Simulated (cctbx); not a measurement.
**What is wrong with this refinement?**

Cell a = 9.6920 Å, b = 10.0870 Å, c = 13.8390 Å, α = 90.00°, β = 90.00°, γ = 90.00°; space group Imma (no. 74). The compound is LiFeCoI6.

The data are simulated with cctbx, not measured: Mo Kα, λ = 0.71073 Å, to d = 0.84 Å, 80 % of the full sphere, strongest reflection 20000 counts, noise from counting, a 2 % proportional error and a noise floor of 8 counts (s.d.); no absorption, and some extinction, which the refinements don't model.

An anisotropic refinement with weights 1/σ² prints:

```text
Rint 0.021, 677 unique reflections to 0.84 A
cycle     R1     wR2    GooF  max shift (A)
   1  0.0220  0.0486   2.609   0.00596
   3  0.0116  0.0250   1.340   0.00007
final R1 0.0116 wR2 0.0250 GooF 1.340  parameters 29  data/parameter 23.3
atom        x        y        z      Ueq    occ   su(xyz)  su(Uiso or U11)
I1     0.68901  0.05591  0.87860   0.0079  1.000  0.00002  0.0001
I2     0.00000  0.75000  0.56637   0.0062  1.000  0.00003  0.0002
I3     0.50000  0.25000  0.68079   0.0094  1.000  0.00003  0.0002
Fe1    0.75000  0.75000  0.25000   0.0019  1.000  0.00000  0.0004  NPD
Co1    0.50000  0.00000  0.00000   0.0096  1.000  0.00000  0.0004
Li1    0.50000  0.75000  0.62691   0.0174  1.000  0.00085  0.0052
difference map: max 1.07 min -1.04 rms 0.14
Q1    0.2460  0.2500  0.7243    8    1.09  0.36 A from Fe1
Q2    0.1316  0.2500  0.8124    8    0.51  1.28 A from I3
Q3    0.2029  0.2500  0.9240    8    0.45  2.31 A from I1
Q4    0.0737  0.2500  0.9504    8    0.43  1.95 A from I3
Q5    0.0571  0.0370  0.4350   16    0.43  1.12 A from Co1
Q6    0.0000  0.2500  0.2564    4    0.41  1.79 A from Li1
```

Q: Accept it or mend it, and why?

Mend it. The fault: elements exchanged: Co1 is Fe and Fe1 is Co. Against the right model at the same level, R1 goes from 0.0091 to 0.0116 and GooF from 1.01 to 1.34, U of Fe1 shrinks from 0.0051 to 0.0019 Å², U of Co1 swells from 0.0064 to 0.0096 Å² and Fe1 goes non-positive-definite. Co1 has 1 electron too many and its U swells to shed them, as expected (near an absorption edge f′ can widen the mismatch well beyond the difference in Z); Fe1 has 1 electron too few and its U shrinks to make up, as expected (near an absorption edge f′ can widen the mismatch well beyond the difference in Z).

The compound is LiFeCoI6. The right model at the same level gives:

```text
Rint 0.021, 677 unique reflections to 0.84 A
cycle     R1     wR2    GooF  max shift (A)
   1  0.0160  0.0363   1.948   0.00148
   2  0.0091  0.0189   1.012   0.00017
final R1 0.0091 wR2 0.0189 GooF 1.012  parameters 29  data/parameter 23.3
atom        x        y        z      Ueq    occ   su(xyz)  su(Uiso or U11)
I1     0.68901  0.05591  0.87860   0.0079  1.000  0.00001  0.0001
I2     0.00000  0.75000  0.56636   0.0063  1.000  0.00002  0.0001
I3     0.50000  0.25000  0.68079   0.0094  1.000  0.00002  0.0001
Co1    0.75000  0.75000  0.25000   0.0051  1.000  0.00000  0.0003
Fe1    0.50000  0.00000  0.00000   0.0064  1.000  0.00000  0.0003
Li1    0.50000  0.75000  0.62655   0.0178  1.000  0.00065  0.0039
difference map: max 0.45 min -0.69 rms 0.12
Q1    0.1340  0.2500  0.8109    8    0.51  1.30 A from I3
Q2    0.2024  0.2500  0.9260    8    0.45  2.32 A from I1
Q3    0.0000  0.0038  0.3326    8    0.44  2.03 A from I1
Q4    0.0000  0.2500  0.2569    4    0.44  1.80 A from Li1
Q5    0.0739  0.2500  0.9495    8    0.42  1.94 A from I3
Q6    0.0000  0.0675  0.8796    8    0.38  2.02 A from I3
```

The model was made for the exercise: a known structure type with other elements put in, its volume estimated, not relaxed; displacement parameters are assumed.

[Middle refinement cycles are left out of these outputs.]

[Logs are printed without paths, hosts, clocks, repeated set-up lines and the standing remarks that a program may print on its own settings, such as how far it seeks lower states.]
